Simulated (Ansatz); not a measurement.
# A hypothetical structure for LiBe2P2, part 2 of 2

This structure for LiBe2P2 is made up. Its elements were placed in a known structure type with a cell scaled to their sizes. What cell does the guess relax to, and how far off was it?

Ansatz 0.2.0; DFT, PBE, plane-wave PAW, files of the set soft_1, scalar-relativistic, no spin, cell and ions relaxed at zero pressure; PAW set soft_1 (the session's first sound run).

So far: The starting structure; Relaxing cell and atoms. The relaxed cell has a = 3.586, c = 10.745 Å (conventional setting).

**3. Bands of the relaxed cell**

A second self-consistent run takes a narrower smearing and the mesh shown in its input; the bands follow along the standard path of the relaxed lattice.

This step: DFT, PBE, plane-wave PAW, files of the set soft_1, scalar-relativistic, no spin, bands and density of states at the relaxed cell; PAW set soft_1 (Ansatz 0.2.0).

Contents of input.yaml:

```yaml
crystal:
  lattice:
    - [-1.7932492721, 1.7932492721, 5.3725009666]
    - [1.7932492721, -1.7932492721, 5.3725009666]
    - [1.7932492721, 1.7932492721, -5.3725009666]
  atoms:
    - { symbol: P, position: [0.6322947298, 0.6322947298, 0.0] }
    - { symbol: P, position: [0.3677052702, 0.3677052702, 0.0] }
    - { symbol: Be, position: [0.25, 0.75, 0.5] }
    - { symbol: Be, position: [0.75, 0.25, 0.5] }
    - { symbol: Li, position: [0.0, 0.0, 0.0] }
kpoints:
  mp_grid: { grid: [12, 12, 12] }
  band_path:
    path:
      - [[0.0, 0.0, 0.0], [-0.5, 0.5, 0.0], [-0.5, 0.5, -0.05570553], [-0.27785277, 0.27785277, -0.27785277], [0.0, 0.0, 0.0], [0.5, 0.5, -0.5], [0.27785277, 0.72214723, -0.72214723], [0.0, 0.5, -0.5], [-0.25, 0.75, -0.25], [0.05570553, 0.94429447, -0.5], [0.5, 0.5, -0.5]]
      - [[-0.5, 0.5, 0.0], [-0.25, 0.75, -0.25]]
    npoints: 7
scf:
  occupations: { method: fermi_dirac, width: 0.03 }
  n_extra_bands: 9
hamiltonian:
  xc: pbe
  pseudopotentials: { kind: paw, azcp: { folder: soft_1 } }
output:
  forces: true
  stress: true
  write_bands: true
  dos: { projected: true }
  write_density: true
  write_potential: true
  elf: true
  volumetric_format: npy
```

Run with:

```
> ansatz run input.yaml --threads 4 --pin off --max-ram 10240MiB --backend cpu --events-out ev --progress --plain --runs-dir out
```

Numbers of over 12 decimals in the logs are rounded to 6 here.

The program printed:

```text
[...]
Crystal: 5 atoms, lattice volume = 69.106 Å³
Basis set: ecut = 420 eV, 1329 PW (Γ), exchange–correlation on 80×80×80 points (8 copies of the dense FFT grid, shifted against one another)
Bands: 18, of which v1, the nominal top of the filled ones, is band 9 counted from 1 (8 counted from 0)
Symmetry: 16 space group operations
[...]
k-points: 163 of 1728
[...]
SCF iter   1: F=—  HF=-1903.398830 eV  |F-HF|=—  |Δ(HF+E_count)|=         —  Δρ=2.94e-2  dr2=1.14e0  ethr=3.10e-3  ⟨swp⟩=7.1  Hψ=20707  notcnv=0
[...]
SCF iter   8: F=-1903.105835 eV  HF=-1903.105835 eV  |F-HF|=5.60e-9  |Δ(HF+E_count)|=   4.08e-7  Δρ=4.23e-6  dr2=1.69e-8  ethr=5.88e-10  ⟨swp⟩=16.4  Hψ=23582  notcnv=0
SCF 1 converged in 8 iterations: F = -1903.105835 eV  dr2 = 1.69e-8
[...]
NSCF: frozen V_eff on 79 k-points
SCF converged after 8 iterations
Free energy (F): -1903.105835 eV
[...]
Internal energy: -1903.101923 eV  (E = F + TS)
E sigma→0 (E₀):  -1903.103879 eV
Entropy (-TS):   -0.003912 eV (-0.782 meV/atom)
Fermi energy:    6.055979 eV
[...]
--- Forces (eV/Å), atoms counted from 1 ---
  atom   1  P      0.00000000     0.00000000     0.00410295
  atom   2  P      0.00000000     0.00000000    -0.00410295
  atom   3  Be    -0.00000000     0.00000000     0.00000000
  atom   4  Be    -0.00000000     0.00000000     0.00000000
  atom   5  Li     0.00000000    -0.00000000     0.00000000
  max |Σ_I F_I| component: 5.03e-17 eV/Å
--- Stress (GPa, compression-positive) ---
       -0.077170      -0.000000       0.000000
       -0.000000      -0.077170       0.000000
        0.000000       0.000000       0.232855
  P = ⅓ Tr σ = 0.0262 GPa (0.262 kbar)
--- Band table (eV; the first three rows and the last of 163) ---
  k-point 0: bands = [... 5 lower, 3.2058, 5.6392, 5.6392, 6.3689, 9.0496, 9.2381, 9.8676, 10.3839, ... 5 higher]
  k-point 1: bands = [... 5 lower, 2.9941, 5.1182, 5.2327, 6.9609, 9.6481, 9.7377, 9.9090, 10.9111, ... 5 higher]
  k-point 2: bands = [... 5 lower, 2.5068, 4.1741, 4.3423, 7.6758, 10.3519, 10.4656, 10.7081, 11.1461, ... 5 higher]
  k-point 162: bands = [... 5 lower, 3.4327, 4.4623, 6.6293, 6.6293, 7.6583, 8.6617, 9.7897, 10.4943, ... 5 higher]
```

It took 1.7 s on 4 threads of AMD EPYC 9B45 (Zen 5), shared host; peak memory 0.55 GiB; 6.1 s of CPU time.

The column dr2 measures how far the density is from self-consistency, as an energy; F and HF (Harris–Foulkes) agree once it is small.

This step gave:

- free energy: -1903.1058 eV
- energy at zero smearing: -1903.1039 eV
- smearing term TS: 0.003912 eV
- Fermi energy: 6.056 eV
- pressure: 0.02617 GPa

From bands.tsv, the bands that come nearest the Fermi level along the path, at its corners, in eV from the Fermi level:

```tsv
point	band 6	band 7	band 8	band 9	band 10	band 11	band 12	band 13
Γ	-2.85	-0.42	-0.42	0.31	2.99	3.18	3.81	4.33
X	-4.09	-3.96	-2.81	-1.44	2.09	2.16	3.90	4.84
Y	-4.54	-3.45	-2.75	-1.39	2.13	2.23	3.76	4.80
S	-2.97	-1.56	-0.52	-0.02	3.05	3.25	4.49	4.83
Γ	-2.85	-0.42	-0.42	0.31	2.99	3.18	3.81	4.33
Z	-2.62	-1.59	0.57	0.57	1.60	2.61	3.73	4.44
S1	-2.97	-1.56	-0.52	-0.02	3.05	3.25	4.49	4.83
N	-2.64	-1.23	-0.88	-0.35	3.44	3.84	4.69	4.93
P	-4.09	-3.35	-3.35	-1.46	2.46	3.13	3.13	3.41
Y1	-4.54	-3.45	-2.75	-1.39	2.13	2.23	3.76	4.80
Z	-2.62	-1.59	0.57	0.57	1.60	2.61	3.73	4.44
X	-4.09	-3.96	-2.81	-1.44	2.09	2.16	3.90	4.84
P	-4.09	-3.35	-3.35	-1.46	2.46	3.13	3.13	3.41
```

States per cell as run, both spins, in windows of 1 eV, from dos.tsv (zero at the Fermi level):

```
from  to  total
  -8  -7   0.00
  -7  -6   0.03
  -6  -5   1.85
  -5  -4   1.92
  -4  -3   1.96
  -3  -2   2.27
  -2  -1   1.21
  -1   0   1.77
   0   1   0.80
   1   2   0.27
   2   3   1.13
   3   4   2.69
   4   5   3.04
   5   6   2.24
```

A further 6.0 states lie below the table's range.

Valence density in the ab plane of the cell as run, not the conventional one, at fractional z = 0.000, with atoms of P and Li within 0.2 Å of it. It is the smooth field of the valence electrons, not physical close to the nuclei.

Values in e/Å³, 16 rows by 16 columns, each cell a mean:
```
5.6 3.1 0.3 0.0 0.1 0.1 0.2 0.2 0.3 0.2 0.1 0.1 0.1 0.0 0.1 1.3
0.6 0.9 0.2 0.1 0.1 0.1 0.3 0.4 0.4 0.3 0.2 0.1 0.1 0.0 0.0 0.1
0.0 0.1 0.1 0.1 0.1 0.2 0.3 0.5 0.6 0.5 0.3 0.2 0.1 0.1 0.0 0.0
0.1 0.1 0.1 0.1 0.1 0.1 0.3 0.6 0.7 0.7 0.6 0.4 0.2 0.1 0.1 0.1
0.1 0.1 0.1 0.1 0.1 0.1 0.2 0.5 0.6 0.4 0.5 0.5 0.4 0.2 0.1 0.1
0.1 0.2 0.2 0.2 0.2 0.2 0.2 0.4 0.6 0.3 0.1 0.5 0.6 0.3 0.2 0.1
0.2 0.3 0.4 0.4 0.4 0.3 0.2 0.3 0.5 0.6 0.3 0.4 0.7 0.5 0.3 0.2
0.2 0.3 0.5 0.6 0.7 0.6 0.5 0.3 0.3 0.5 0.6 0.6 0.7 0.6 0.4 0.3
0.2 0.3 0.4 0.7 0.6 0.5 0.6 0.5 0.3 0.3 0.4 0.5 0.6 0.5 0.4 0.2
0.2 0.2 0.3 0.6 0.6 0.2 0.2 0.6 0.5 0.2 0.2 0.2 0.3 0.3 0.3 0.2
0.1 0.1 0.2 0.3 0.5 0.4 0.2 0.5 0.6 0.3 0.2 0.1 0.1 0.2 0.1 0.1
0.1 0.1 0.1 0.2 0.3 0.5 0.6 0.6 0.7 0.4 0.2 0.1 0.1 0.1 0.1 0.1
0.0 0.0 0.1 0.1 0.2 0.3 0.6 0.7 0.6 0.4 0.2 0.1 0.1 0.1 0.1 0.0
0.1 0.0 0.0 0.1 0.1 0.2 0.3 0.4 0.5 0.4 0.2 0.1 0.1 0.1 0.2 0.3
1.3 0.1 0.0 0.0 0.1 0.1 0.2 0.3 0.3 0.3 0.2 0.1 0.1 0.1 0.9 3.1
7.1 1.3 0.1 0.0 0.1 0.1 0.2 0.2 0.2 0.2 0.1 0.1 0.1 0.0 0.6 5.6
```
Columns run along a (5.9 Å), rows up along b (5.9 Å). Atoms in or near the plane, at fractional coordinates: P at (0.63, 0.63), P at (0.37, 0.37), Li at (0.00, 0.00).

ELF in the ab plane of the cell as run, not the conventional one, at fractional z = 0.000, with atoms of P and Li within 0.2 Å of it. It is the smooth field of the valence electrons, not physical close to the nuclei.

Ten even steps from '_' (0.12 × 1e-1) to '@' (9.82 × 1e-1), each cell a mean:
```
@@%%..__::==++++++==::..______==
::==____::++######**==::________
________::**##%%%%##**--..______
..........++##%%##++**++--..____
::--====::--**%%++..::==++--::..
--++####**--==####..__::****==::
==**##%%%%##====##++....++##**==
++**%%%%######++++####++##%%##++
==++####==::++%%++==##%%%%%%##++
--==**##--____++##====**######++
::::--++++..__::####----++**++==
......--++++--==##%%**::..::::::
______..--++####%%%%##==..______
________..--**##%%####==..____..
==______..::==++****++--..__==%%
@@==____..::--==++==--::..__::@@
```
Columns run along a (5.9 Å), rows up along b (5.9 Å). Atoms in or near the plane, at fractional coordinates: P at (0.63, 0.63), P at (0.37, 0.37), Li at (0.00, 0.00).

Electrostatic potential energy in the ab plane of the cell as run, not the conventional one, at fractional z = 0.000, with atoms of P and Li within 0.2 Å of it. With pseudopotentials it is smooth inside the atoms' cores, unlike the true potential.

Ten even steps from '0' (-42 eV) to '9' (9 eV), each cell a mean:
```
2379999999999985
6578999999999998
9889999767899999
9999998622589999
9999999610048999
9999999830005899
9998889971002799
9985347997312699
9984001699866799
9996100179998999
9998500048999999
9999851038999999
9999986458999989
8999999889999877
5899999999999853
1589999999999962
```
Columns run along a (5.9 Å; values clipped at the 3rd and 97th percentile), rows up along b (5.9 Å). Atoms in or near the plane, at fractional coordinates: P at (0.63, 0.63), P at (0.37, 0.37), Li at (0.00, 0.00).

**4. What came out**

| Item | Value |
| --- | --- |
| space group, relaxed | I4/mmm |
| conventional cell | a = 3.586, b = 3.586, c = 10.745 Å; α = 90.0°, β = 90.0°, γ = 90.0° |
| volume per atom | 13.82 Å³ (guess 12.55) |

LiBe2P2 relaxes to I4/mmm with a = 3.586, b = 3.586 and c = 10.745 Å. The guessed volume was 9 % too small. The space group I4/mmm was held in the relaxation, so the end point is a stationary structure within it and may be a saddle against distortions or other arrangements. Bands cross the Fermi level, so it is a metal or semimetal at this level. The electron count is odd, which forces that without spin polarisation or a larger cell. On the 12×12×12 mesh with the narrower smearing (relaxed on 10×10×10) the largest force component is 0.004 eV/Å and the largest stress component is 0.233 GPa, against the relaxation's thresholds of 0.015 eV/Å and 0.05 GPa. The cutoff wasn't tested. A vector of the cell changed its length by 13 %, more than the volume shows. No dispersion term is used, so weakly bound directions may come out too long. Nothing here tests whether the compound is stable against decomposition.

[Logs are printed without paths, hosts, clocks, repeated set-up lines and the standing remarks that a program may print on its own settings, such as how far it seeks lower states.]

[Hosts, paths, dates, database ids (printed as entryN), source tags and the programs' standing remarks are cut or masked in the printed files.]
